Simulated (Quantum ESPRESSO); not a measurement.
# KTaO3 (Pm-3m): zone-centre phonons, part 2 of 3

Which modes does KTaO3 (Pm-3m) have at the zone centre?

Quantum ESPRESSO 7.5; DFT LDA, scalar-relativistic, plane waves, PseudoDojo norm-conserving pseudopotentials.

So far. Step 2 (A first look): A gap of 2.1 eV opens on this mesh, so the crystal is taken as an insulator; the start stands at -7.6 GPa. Step 4 (Self-consistent run for the response): The cell stands at -0.004 GPa, close enough for phonons. The relaxed cell has a = 3.939 Å (conventional setting).

### Step 5. Zone-centre response

At q = 0 one unit cell holds all displacements; symmetry groups them into irreducible representations that are solved one by one. The response to a field gives ε∞ and the Born charges, which polar modes need.

The input, ph.in:

```
phonons
&inputph
   prefix = 'x'
   outdir = './tmp'
   fildyn = 'g.dyn'
   tr2_ph = 1.0d-18
   epsil = .true.
/
0.000000000000 0.000000000000 0.000000000000
```

Run with:

```bash
$ OMP_NUM_THREADS=1 mpirun -n 4 ph.x -nk 4 -in ph.in > ph.out
```

Log:

```text
[banners, grids, parts of the stress and lines that vanish by symmetry left out]
[banner, memory and clock lines left out]
Program PHONON v.7.5

     ./tmp/x.save/

     IMPORTANT: XC functional enforced from input :
     Exchange-correlation= PW
                           (   1   4   0   0   0   0   0)
     Any further DFT definition will be discarded
     Please, verify this is what you really want

     G-vector sticks info

     Reading collected, re-writing distributed wavefunctions in ./tmp/

     Number and degeneracy of irreps per q-point
       N         xq(1)         xq(2)         xq(3)   N irreps
       1   0.000000000   0.000000000   0.000000000       5
        3   3   3   3   3

     Calculation of q =    0.0000000   0.0000000   0.0000000

     phonons

     bravais-lattice index     =            1
     lattice parameter (alat)  =       7.4429  a.u.
     unit-cell volume          =     412.3043 (a.u.)^3
     number of atoms/cell      =            5
     number of atomic types    =            3
     kinetic-energy cut-off    =      92.0000  Ry
     charge density cut-off    =     368.0000  Ry
     convergence threshold     =      1.0E-18
     beta                      =       0.7000
     number of iterations used =            4
     Exchange-correlation= PW
                           (   1   4   0   0   0   0   0)

     celldm(1)=    7.44285  celldm(2)=    0.00000  celldm(3)=    0.00000
     celldm(4)=    0.00000  celldm(5)=    0.00000  celldm(6)=    0.00000

     crystal axes: (cart. coord. in units of alat)
               a(1) = (  1.0000  0.0000  0.0000 )
               a(2) = (  0.0000  1.0000  0.0000 )
               a(3) = (  0.0000  0.0000  1.0000 )

     reciprocal axes: (cart. coord. in units 2 pi/alat)
               b(1) = (  1.0000  0.0000  0.0000 )
               b(2) = (  0.0000  1.0000  0.0000 )
               b(3) = (  0.0000  0.0000  1.0000 )

     Atoms inside the unit cell:

     Cartesian axes

     site n.  atom      mass           positions (alat units)
        1  K      39.0983   tau(    1) = (    0.50000    0.50000    0.50000  )
        2  Ta    180.9479   tau(    2) = (    0.00000    0.00000    0.00000  )
        3  O      15.9990   tau(    3) = (    0.50000    0.00000    0.00000  )
        4  O      15.9990   tau(    4) = (    0.00000    0.50000    0.00000  )
        5  O      15.9990   tau(    5) = (    0.00000    0.00000    0.50000  )

     Computing dynamical matrix for
                    q = (   0.0000000   0.0000000   0.0000000 )

     49 Sym.Ops. (with q -> -q+G )

     G cutoff =  516.3767  (  49173 G-vectors)     FFT grid: ( 45, 45, 45)
     number of k points=    35
                       cart. coord. in units 2pi/alat
        k(    1) = (   0.0000000   0.0000000   0.0000000), wk =   0.0039062
        k(    2) = (   0.0000000   0.0000000   0.1250000), wk =   0.0234375
        k(    3) = (   0.0000000   0.0000000   0.2500000), wk =   0.0234375
        [... further k-points left out ...]

     PseudoPot. # 1 for K  read from file:
     ./pseudo/K.upf
     Pseudo is Norm-conserving + core correction, Zval =  9.0

     PseudoPot. # 2 for Ta read from file:
     ./pseudo/Ta.upf
     Pseudo is Norm-conserving + core correction, Zval = 13.0

     PseudoPot. # 3 for O  read from file:
     ./pseudo/O.upf
     Pseudo is Norm-conserving + core correction, Zval =  6.0

     Mode symmetry, O_h (m-3m)  point group:

     Electric field:
     Dielectric constant
     Born effective charges as d Force / d E

     Atomic displacements:
     There are    5 irreducible representations

     Representation     1      3 modes -  To be done

     Representation     2      3 modes -  To be done

     Representation     3      3 modes -  To be done

     Representation     4      3 modes -  To be done

     Representation     5      3 modes -  To be done

     Alpha used in Ewald sum =   2.8000

     Electric Fields Calculation

      iter #   1   av.it.:   8.0
      thresh= 1.000E-02 alpha_mix =  0.700 |ddv_scf|^2 =  2.311E-08

      [... iterations left out ...]
      iter #   9   av.it.:  15.3
      thresh= 2.911E-10 alpha_mix =  0.700 |ddv_scf|^2 =  2.001E-19

     End of electric fields calculation

          Dielectric constant in cartesian axis

          (       5.380771849       0.000000000       0.000000000 )
          (       0.000000000       5.380771849       0.000000000 )
          (       0.000000000       0.000000000       5.380771849 )

          Effective charges (d Force / dE) in cartesian axis without acoustic sum rule applied (asr)

           atom    1  K     Mean Z*:        1.15416
      Ex  (        1.15416        0.00000        0.00000 )
      Ey  (        0.00000        1.15416        0.00000 )
      Ez  (        0.00000        0.00000        1.15416 )
           atom    2  Ta    Mean Z*:        8.67332
      Ex  (        8.67332        0.00000        0.00000 )
      Ey  (        0.00000        8.67332        0.00000 )
      Ez  (        0.00000        0.00000        8.67332 )
           atom    3  O     Mean Z*:       -3.27658
      Ex  (       -6.44845        0.00000        0.00000 )
      Ey  (        0.00000       -1.69065        0.00000 )
      Ez  (        0.00000        0.00000       -1.69065 )
           atom    4  O     Mean Z*:       -3.27658
      Ex  (       -1.69065        0.00000        0.00000 )
      Ey  (        0.00000       -6.44845        0.00000 )
      Ez  (        0.00000        0.00000       -1.69065 )
           atom    5  O     Mean Z*:       -3.27658
      Ex  (       -1.69065        0.00000        0.00000 )
      Ey  (        0.00000       -1.69065        0.00000 )
      Ez  (        0.00000        0.00000       -6.44845 )

          Effective charges Sum: Mean:       -0.00225
             -0.00225        0.00000        0.00000
              0.00000       -0.00225        0.00000
              0.00000        0.00000       -0.00225

          Effective charges (d Force / dE) in cartesian axis with asr applied:
           atom    1  K     Mean Z*:        1.15461
      E*x (        1.15461        0.00000        0.00000 )
      E*y (        0.00000        1.15461        0.00000 )
      E*z (        0.00000        0.00000        1.15461 )
           atom    2  Ta    Mean Z*:        8.67377
      E*x (        8.67377        0.00000        0.00000 )
      E*y (        0.00000        8.67377        0.00000 )
      E*z (        0.00000        0.00000        8.67377 )
           atom    3  O     Mean Z*:       -3.27613
      E*x (       -6.44800        0.00000        0.00000 )
      E*y (        0.00000       -1.69020        0.00000 )
      E*z (        0.00000        0.00000       -1.69020 )
           atom    4  O     Mean Z*:       -3.27613
      E*x (       -1.69020        0.00000        0.00000 )
      E*y (        0.00000       -6.44800        0.00000 )
      E*z (        0.00000        0.00000       -1.69020 )
           atom    5  O     Mean Z*:       -3.27613
      E*x (       -1.69020        0.00000        0.00000 )
      E*y (        0.00000       -1.69020        0.00000 )
      E*z (        0.00000        0.00000       -6.44800 )

     Representation #   1 modes #   1   2   3

     Self-consistent Calculation

      iter #   1   av.it.:   8.2
      thresh= 1.000E-02 alpha_mix =  0.700 |ddv_scf|^2 =  5.800E-07

      [... iterations left out ...]
      iter #   9   av.it.:  15.8
      thresh= 1.418E-10 alpha_mix =  0.700 |ddv_scf|^2 =  9.394E-20

     End of self-consistent calculation

     Convergence has been achieved

     Representation #   2 modes #   4   5   6

     Self-consistent Calculation

      iter #   1   av.it.:   8.8
      thresh= 1.000E-02 alpha_mix =  0.700 |ddv_scf|^2 =  1.369E-06

      [... iterations left out ...]
      iter #   9   av.it.:  15.4
      thresh= 2.475E-10 alpha_mix =  0.700 |ddv_scf|^2 =  1.969E-19

     End of self-consistent calculation

     Convergence has been achieved

     Representation #   3 modes #   7   8   9

     Self-consistent Calculation

      iter #   1   av.it.:   7.2
      thresh= 1.000E-02 alpha_mix =  0.700 |ddv_scf|^2 =  6.395E-07

      [... iterations left out ...]
      iter #   8   av.it.:  15.4
      thresh= 6.454E-10 alpha_mix =  0.700 |ddv_scf|^2 =  2.406E-19

     End of self-consistent calculation

     Convergence has been achieved

     Representation #   4 modes #  10  11  12

     Self-consistent Calculation

      iter #   1   av.it.:   8.1
      thresh= 1.000E-02 alpha_mix =  0.700 |ddv_scf|^2 =  7.374E-07

      [... iterations left out ...]
      iter #   9   av.it.:  15.6
      thresh= 1.809E-10 alpha_mix =  0.700 |ddv_scf|^2 =  1.558E-19

     End of self-consistent calculation

     Convergence has been achieved

     Representation #   5 modes #  13  14  15

     Self-consistent Calculation

      iter #   1   av.it.:   8.0
      thresh= 1.000E-02 alpha_mix =  0.700 |ddv_scf|^2 =  2.330E-07

      [... iterations left out ...]
      iter #   7   av.it.:  16.4
      thresh= 2.427E-10 alpha_mix =  0.700 |ddv_scf|^2 =  3.891E-20

     End of self-consistent calculation

     Convergence has been achieved

     Number of q in the star =    1
     List of q in the star:
          1   0.000000000   0.000000000   0.000000000

          Dielectric constant in cartesian axis

          (       5.380771849       0.000000000       0.000000000 )
          (       0.000000000       5.380771849       0.000000000 )
          (       0.000000000       0.000000000       5.380771849 )

          Effective charges (d Force / dE) in cartesian axis without acoustic sum rule applied (asr)

           atom    1  K     Mean Z*:        1.15416
      Ex  (        1.15416        0.00000        0.00000 )
      Ey  (        0.00000        1.15416        0.00000 )
      Ez  (        0.00000        0.00000        1.15416 )
           atom    2  Ta    Mean Z*:        8.67332
      Ex  (        8.67332        0.00000        0.00000 )
      Ey  (        0.00000        8.67332        0.00000 )
      Ez  (        0.00000        0.00000        8.67332 )
           atom    3  O     Mean Z*:       -3.27658
      Ex  (       -6.44845        0.00000        0.00000 )
      Ey  (        0.00000       -1.69065        0.00000 )
      Ez  (        0.00000        0.00000       -1.69065 )
           atom    4  O     Mean Z*:       -3.27658
      Ex  (       -1.69065        0.00000        0.00000 )
      Ey  (        0.00000       -6.44845        0.00000 )
      Ez  (        0.00000        0.00000       -1.69065 )
           atom    5  O     Mean Z*:       -3.27658
      Ex  (       -1.69065        0.00000        0.00000 )
      Ey  (        0.00000       -1.69065        0.00000 )
      Ez  (        0.00000        0.00000       -6.44845 )

          Effective charges Sum: Mean:       -0.00225
             -0.00225        0.00000        0.00000
              0.00000       -0.00225        0.00000
              0.00000        0.00000       -0.00225

          Effective charges (d Force / dE) in cartesian axis with asr applied:
           atom    1  K     Mean Z*:        1.15461
      E*x (        1.15461        0.00000        0.00000 )
      E*y (        0.00000        1.15461        0.00000 )
      E*z (        0.00000        0.00000        1.15461 )
           atom    2  Ta    Mean Z*:        8.67377
      E*x (        8.67377        0.00000        0.00000 )
      E*y (        0.00000        8.67377        0.00000 )
      E*z (        0.00000        0.00000        8.67377 )
           atom    3  O     Mean Z*:       -3.27613
      E*x (       -6.44800        0.00000        0.00000 )
      E*y (        0.00000       -1.69020        0.00000 )
      E*z (        0.00000        0.00000       -1.69020 )
           atom    4  O     Mean Z*:       -3.27613
      E*x (       -1.69020        0.00000        0.00000 )
      E*y (        0.00000       -6.44800        0.00000 )
      E*z (        0.00000        0.00000       -1.69020 )
           atom    5  O     Mean Z*:       -3.27613
      E*x (       -1.69020        0.00000        0.00000 )
      E*y (        0.00000       -1.69020        0.00000 )
      E*z (        0.00000        0.00000       -6.44800 )

     Diagonalizing the dynamical matrix

     q = (    0.000000000   0.000000000   0.000000000 )

 **************************************************************************
     freq (    1) =      -0.038086 [THz] =      -1.270407 [cm-1]
     freq (    2) =      -0.038086 [THz] =      -1.270407 [cm-1]
     freq (    3) =      -0.038086 [THz] =      -1.270407 [cm-1]
     freq (    4) =       2.976136 [THz] =      99.273213 [cm-1]
     freq (    5) =       2.976136 [THz] =      99.273213 [cm-1]
     freq (    6) =       2.976136 [THz] =      99.273213 [cm-1]
     freq (    7) =       5.534000 [THz] =     184.594360 [cm-1]
     freq (    8) =       5.534000 [THz] =     184.594360 [cm-1]
     freq (    9) =       5.534000 [THz] =     184.594360 [cm-1]
     freq (   10) =       7.526311 [THz] =     251.050714 [cm-1]
     freq (   11) =       7.526311 [THz] =     251.050714 [cm-1]
     freq (   12) =       7.526311 [THz] =     251.050714 [cm-1]
     freq (   13) =      16.658764 [THz] =     555.676563 [cm-1]
     freq (   14) =      16.658764 [THz] =     555.676563 [cm-1]
     freq (   15) =      16.658764 [THz] =     555.676563 [cm-1]
 **************************************************************************

     Mode symmetry, O_h (m-3m)  point group:

     freq (   1-   3) =         -1.3  [cm-1]   --> T_1u G_15  G_4- I
     freq (   4-   6) =         99.3  [cm-1]   --> T_1u G_15  G_4- I
     freq (   7-   9) =        184.6  [cm-1]   --> T_1u G_15  G_4- I
     freq (  10-  12) =        251.1  [cm-1]   --> T_2u G_25  G_5-
     freq (  13-  15) =        555.7  [cm-1]   --> T_1u G_15  G_4- I
```

Elapsed: 21 min, on 4 MPI ranks of Arm Neoverse V1, shared host; 84 min of CPU time.

This step gave:

| Item | Value |
| --- | --- |
| miss of the charge sum rule | 0.002270 e |
| largest acoustic frequency at the zone centre before the sum rule | -1.27 cm⁻¹ |
| highest optical zone-centre mode (no LO-TO term) | 555.7 cm⁻¹ |
| lowest optical zone-centre mode | 99.27 cm⁻¹ |
| mean high-frequency dielectric constant | 5.381 |
| largest Born charge in size (third of the trace) | 8.673 e |

Born charge (rows field, columns displacement), before the sum rule (e), principal values of the symmetric part by kind of site:

```
atom  atoms with these values    low  middle   high   mean
  K1                        1   1.15    1.15   1.15   1.15
 Ta2                        1   8.67    8.67   8.67   8.67
  O3                        3  -6.45   -1.69  -1.69  -3.28
```

In full for Ta2:

```
8.67 0.00 0.00
0.00 8.67 0.00
0.00 0.00 8.67
```

High-frequency dielectric tensor:

```
5.38 0.00 0.00
0.00 5.38 0.00
0.00 0.00 5.38
```

The acoustic modes at Γ come out as far as 1.3 cm⁻¹ from zero, where they should vanish, a small numerical error; the Born charges miss their sum rule by 0.0023 e, which is good.

### Step 6. Zone-centre analysis

A rigid shift of the crystal must cost nothing, but grids and finite bases break this; the acoustic sum rule is imposed before the matrix is diagonalised again. With Born charges the intensities follow, and the static dielectric tensor.

The input, dynmat.in:

```
&input
   fildyn = 'g.dyn'
   asr = 'simple'
   fileig = 'dynmat.eig'
   lperm = .true.
/
```

Run with:

```bash
$ dynmat.x -in dynmat.in > dynmat.out
```

Log:

```text
[banner, memory and clock lines left out]
Program DYNMAT v.7.5

     Reading Dynamical Matrix from file g.dyn
     ...Force constants read
     ...epsilon and Z* read
     A direction for q was not specified:TO-LO splitting will be absent

     Polarizability (A^3 units)
     multiply by 0.406462 for Clausius-Mossotti correction
        21.299139    0.000000    0.000000
         0.000000   21.299139    0.000000
         0.000000    0.000000   21.299139

     IR activities are in (D/A)^2/amu units

# mode   [cm-1]    [THz]      IR
    1     -0.00   -0.0000    0.0000
    2     -0.00   -0.0000    0.0000
    3      0.00    0.0000    0.0000
    4     99.32    2.9776   44.7647
    5     99.32    2.9776   44.7647
    6     99.32    2.9776   44.7647
    7    184.61    5.5344    5.8642
    8    184.61    5.5344    5.8642
    9    184.61    5.5344    5.8642
   10    251.12    7.5285    0.0000
   11    251.12    7.5285    0.0000
   12    251.12    7.5285    0.0000
   13    555.65   16.6580   27.9443
   14    555.65   16.6580   27.9443
   15    555.65   16.6580   27.9443

Electronic dielectric permittivity tensor (relative, adimensional)
         5.380772    0.000000    0.000000
         0.000000    5.380772    0.000000
         0.000000    0.000000    5.380772

 ... with zone-center polar mode contributions
       172.954978    0.000000   -0.000000
         0.000000  172.954978    0.000000
        -0.000000    0.000000  172.954978

[end of the log left out, with the tail of the file of modes that dynmat.x writes under the same name]
```

Wall time 0.46 s (1 thread).

Read from the output:

```yaml
highest_optical_zone_centre_mode_no_lo_to_term: 555.6 cm⁻¹
lowest_optical_zone_centre_mode: 99.32 cm⁻¹
mean_static_dielectric_constant: 173.0
```

Unit eigenvectors of the mass-weighted matrix after the sum rule; no LO-TO term. Modes at Γ, with each element's share of the kinetic energy:

```
mode  frequency (cm⁻¹)  symmetry  K %  Ta %  O %
   1               0.0  acoustic   15    68   18
   2               0.0  acoustic   15    68   18
   3               0.0  acoustic   15    68   18
   4              99.3       T1u    4    27   69
   5              99.3       T1u    4    27   69
   6              99.3       T1u    4    27   69
   7             184.6       T1u   81     5   13
   8             184.6       T1u   81     5   13
   9             184.6       T1u   81     5   13
  10             251.1       T2u    0     0  100
  11             251.1       T2u    0     0  100
  12             251.1       T2u    0     0  100
  13             555.6       T1u    0     0  100
  14             555.6       T1u    0     0  100
  15             555.6       T1u    0     0  100
```

Displacements in mode 4 (99.3 cm⁻¹), the largest set to 1:
```
K1   0.00 -0.01 -0.26
Ta2  0.00  0.02  0.30
O3   0.00 -0.05 -1.00
O4   0.00 -0.04 -1.00
O5   0.00 -0.05 -0.81
```

Displacements in mode 14 (555.6 cm⁻¹), the largest set to 1:
```
K1   0.00  0.00 -0.01
Ta2  0.00  0.00 -0.01
O3   0.00  0.00 -0.42
O4   0.00  0.00 -0.42
O5   0.00  0.00  1.00
```

Degenerate modes summed, no LO-TO term. Lines of the infrared spectrum (strongest = 100):

```
position (cm⁻¹)  lines merged  label  IR intensity, relative
             99             3    T1u                     100
            185             3    T1u                      13
            251             3    T2u                     0.0
            556             3    T1u                      62
```

Static dielectric tensor (ions relaxed, fixed cell):

```
173.0   0.0   0.0
  0.0 173.0   0.0
  0.0   0.0 173.0
```

The rule moves no optical mode by more than 0.1 cm⁻¹.

(Part 2 of 3 ends here.)

[Host names and launcher messages were left out of these logs when they were recorded.]

[Logs are printed without paths, hosts, clocks, repeated set-up lines and the standing remarks that a program may print on its own settings, such as how far it seeks lower states.]

[Hosts, paths, dates, database ids (printed as entryN), source tags and the programs' standing remarks are cut or masked in the printed files.]
